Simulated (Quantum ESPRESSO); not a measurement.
**CsH (Fm-3m): a worked LO-TO splitting**

Aim: work out the LO frequency and the static dielectric constant of CsH (Fm-3m) from one linear-response run, then check them.

Calculated with Quantum ESPRESSO 7.5; DFT LDA, scalar-relativistic, plane waves, PseudoDojo norm-conserving pseudopotentials.

The database entry behind the starting cell differs from later determinations by our own check (0.1 to 0.3 % short, probably kX units), so it need not match the best structure at ambient conditions.

## Step 1: The relaxed structure

The structure is cubic, space group Fm-3m (No. 225). The conventional cell has a = 6.094 Å, b = 6.094 Å, c = 6.094 Å, α = 90.00°, β = 90.00°, γ = 90.00°. Cs has 6 H at 3.05 Å nearest. Nearest to H lie 6 Cs at 3.05 Å. Farther neighbours are not listed.

As a file:

```xyz
2
Lattice="-3.0471 0.0000 3.0471 0.0000 3.0471 3.0471 -3.0471 3.0471 0.0000" Properties=species:S:1:pos:R:3 pbc="T T T"
Cs    0.0000    0.0000    0.0000
H    -3.0471    3.0471    3.0471
```

This is the cell after its relaxation at this level of theory, not the database cell from which that began.

## Step 2: What the response run gave

A linear-response run on the relaxed cell, with the response to an electric field; only its zone-centre results are used. Cutoff 74 Ry, k mesh 6×6×6.

The program printed:

```text
[banners, grids, parts of the stress and lines that vanish by symmetry left out]
Program PHONON v.7.5
     Reading xml data from directory:

[...]
Exchange-correlation= PW
                           (   1   4   0   0   0   0   0)
[...]
(   3 q-points):
[...]
kinetic-energy cut-off    =      74.0000  Ry
     charge density cut-off    =     296.0000  Ry
     convergence threshold     =      1.0E-18
[...]
Exchange-correlation= PW
                           (   1   4   0   0   0   0   0)
[...]
q = (   0.0000000   0.0000000   0.0000000 )
     49 Sym.Ops. (with q -> -q+G )
     G cutoff =  994.4307  (  32743 G-vectors)     FFT grid: ( 45, 45, 45)
     number of k points=    16
[...]
Mode symmetry, O_h (m-3m)  point group:
[...]
Dielectric constant
[...]
End of electric fields calculation
          Dielectric constant in cartesian axis
          (       3.644742191       0.000000000      -0.000000000 )
          (       0.000000000       3.644742191      -0.000000000 )
          (       0.000000000      -0.000000000       3.644742191 )
          Effective charges (d Force / dE) in cartesian axis without acoustic sum rule applied (asr)
           atom    1  Cs    Mean Z*:        1.15462
      Ex  (        1.15462       -0.00000       -0.00000 )
      Ey  (       -0.00000        1.15462       -0.00000 )
      Ez  (       -0.00000        0.00000        1.15462 )
           atom    2  H     Mean Z*:       -1.15900
      Ex  (       -1.15900       -0.00000        0.00000 )
      Ey  (       -0.00000       -1.15900       -0.00000 )
      Ez  (        0.00000       -0.00000       -1.15900 )
          Effective charges Sum: Mean:       -0.00437
[...]
Effective charges (d Force / dE) in cartesian axis with asr applied:
           atom    1  Cs    Mean Z*:        1.15681
[...]
atom    2  H     Mean Z*:       -1.15681
[...]
Representation #   1 modes #   1   2   3
[...]
End of self-consistent calculation
     Convergence has been achieved
     Representation #   2 modes #   4   5   6
[...]
End of self-consistent calculation
     Convergence has been achieved
[...]
Dielectric constant in cartesian axis
          (       3.644742191       0.000000000      -0.000000000 )
          (       0.000000000       3.644742191      -0.000000000 )
          (       0.000000000      -0.000000000       3.644742191 )
          Effective charges (d Force / dE) in cartesian axis without acoustic sum rule applied (asr)
           atom    1  Cs    Mean Z*:        1.15462
[...]
q = (    0.000000000   0.000000000   0.000000000 )
[...]
freq (    1) =       0.026553 [THz] =       0.885713 [cm-1]
     freq (    2) =       0.026553 [THz] =       0.885713 [cm-1]
     freq (    3) =       0.026553 [THz] =       0.885713 [cm-1]
     freq (    4) =      13.556892 [THz] =     452.209234 [cm-1]
     freq (    5) =      13.556892 [THz] =     452.209234 [cm-1]
     freq (    6) =      13.556892 [THz] =     452.209234 [cm-1]
[...]
Mode symmetry, O_h (m-3m)  point group:
     freq (   1-   3) =          0.9  [cm-1]   --> T_1u G_15  G_4- I
     freq (   4-   6) =        452.2  [cm-1]   --> T_1u G_15  G_4- I
[...]
Mode symmetry, D_3d (-3m)  point group:
[...]
Representation #   1 mode #   1
[...]
End of self-consistent calculation
     Convergence has been achieved
     Representation #   2 modes #   2   3
[...]
End of self-consistent calculation
     Convergence has been achieved
     Representation #   3 mode #   4
[...]
Convergence has been achieved
     Representation #   4 modes #   5   6
[...]
Convergence has been achieved
[...]
q = (    0.500000000  -0.500000000   0.500000000 )
[...]
freq (    1) =       1.253410 [THz] =      41.809263 [cm-1]
     freq (    2) =       1.253410 [THz] =      41.809263 [cm-1]
     freq (    3) =       1.920988 [THz] =      64.077254 [cm-1]
     freq (    4) =      17.007828 [THz] =     567.320080 [cm-1]
     freq (    5) =      17.007828 [THz] =     567.320080 [cm-1]
     freq (    6) =      22.175961 [THz] =     739.710447 [cm-1]
[...]
Mode symmetry, D_3d (-3m)  point group:
     freq (   1-   2) =         41.8  [cm-1]   --> E_u  L_3'
     freq (   3-   3) =         64.1  [cm-1]   --> A_2u L_2'
     freq (   4-   5) =        567.3  [cm-1]   --> E_g  L_3
     freq (   6-   6) =        739.7  [cm-1]   --> A_1g L_1
[...]
Mode symmetry, D_4h(4/mmm) point group:
[...]
Representation #   1 mode #   1
[...]
Convergence has been achieved
     Representation #   2 mode #   2
[...]
Convergence has been achieved
     Representation #   3 modes #   3   4
[...]
End of self-consistent calculation
     Convergence has been achieved
     Representation #   4 modes #   5   6
[...]
End of self-consistent calculation
     Convergence has been achieved
[...]
q = (    0.000000000  -1.000000000   0.000000000 )
[...]
freq (    1) =       0.821379 [THz] =      27.398267 [cm-1]
     freq (    2) =       0.821379 [THz] =      27.398267 [cm-1]
     freq (    3) =       1.716097 [THz] =      57.242841 [cm-1]
     freq (    4) =      14.140787 [THz] =     471.685878 [cm-1]
     freq (    5) =      14.140787 [THz] =     471.685878 [cm-1]
     freq (    6) =      15.557643 [THz] =     518.947098 [cm-1]
[...]
Mode symmetry, D_4h(4/mmm) point group:
     freq (   1-   2) =         27.4  [cm-1]   --> E_u  X_5' M_5'
     freq (   3-   3) =         57.2  [cm-1]   --> A_2u X_4' M_4'
     freq (   4-   5) =        471.7  [cm-1]   --> E_u  X_5' M_5'
     freq (   6-   6) =        518.9  [cm-1]   --> A_2u X_4' M_4'

   JOB DONE.
```

```
                       quantity    value
             cell volume Ω (Å³)   56.586
                 mass of Cs (u)  132.905
                  mass of H (u)    1.008
     Born charge of Cs, raw (e)    1.155
      Born charge of H, raw (e)   -1.159
                             ε∞    3.645
ω(TO) after the sum rule (cm⁻¹)    452.2
```

## Step 3: The calculation

The charges must sum to zero over the cell; taking off their mean, -0.002 e, leaves Z* = 1.157 e on Cs. In the polar mode Cs moves against H, so the reduced mass is μ = 132.91 × 1.01 / 133.91 = 1.000 u.

A longitudinal wave builds up a field that adds to the restoring force: ω(LO)² = ω(TO)² + 4π Z*² / (μ Ω ε∞), in Hartree atomic units. With μ = 1824 electron masses and Ω = 381.86 bohr³ the second term is 6.6255e-06 Ha², or 319147 cm⁻² (1 Ha = 219474.6 cm⁻¹).

So ω(LO) = √(204485 + 319147) = 723.6 cm⁻¹, and by the Lyddane-Sachs-Teller relation ε₀ = ε∞ (ω(LO)/ω(TO))² = 9.33.

## Step 4: Check against the program

The analysis program adds the same non-analytic term to the full matrix, here for q along (1 0 0).

The program printed:

```text
[banner, memory and clock lines left out]
Program DYNMAT v.7.5

     Reading Dynamical Matrix from file x.dyn1
     ...Force constants read
     ...epsilon and Z* read

     Polarizability (A^3 units)
     multiply by 0.531468 for Clausius-Mossotti correction
        11.909149    0.000000    0.000000
         0.000000   11.909149   -0.000000
        -0.000000   -0.000000   11.909149

     IR activities are in (D/A)^2/amu units

# mode   [cm-1]    [THz]      IR
    1     -0.00   -0.0000    0.0000
    2     -0.00   -0.0000    0.0000
    3     -0.00   -0.0000    0.0000
    4    452.20   13.5565   30.8613
    5    452.20   13.5565   30.8613
    6    723.62   21.6937   30.8613
```

ε₀ comes from the program's run without a direction of q.

```
    quantity  by hand  program
ω(LO) (cm⁻¹)    723.6    723.6
          ε₀     9.33     9.33
```

## Step 5: Summary of results

| Property | Result |
| --- | --- |
| TO mode | 452.2 cm⁻¹ |
| LO mode | 723.6 cm⁻¹ |
| static dielectric constant | 9.333 |

**Reading.** The LO mode of CsH (Fm-3m) lies at 724 cm⁻¹, 271 cm⁻¹ above the TO mode; the formula meets the program within 0.1 cm⁻¹, as it must for a cubic crystal with one polar mode. ω(LO)² − ω(TO)² goes with Z*²/ε∞: an error of 5 % in ε∞ would move the LO mode by 10.6 cm⁻¹, and semilocal functionals tend to overestimate ε∞. These are harmonic values at zero temperature, at the volume of this functional, for the structure held cubic; stability elsewhere in the zone is no part of this calculation.

[Host names and launcher messages were left out of these logs when they were recorded.]

[Logs are printed without paths, hosts, clocks, repeated set-up lines and the standing remarks that a program may print on its own settings, such as how far it seeks lower states.]

[Hosts, paths, dates, database ids (printed as entryN), source tags and the programs' standing remarks are cut or masked in the printed files.]
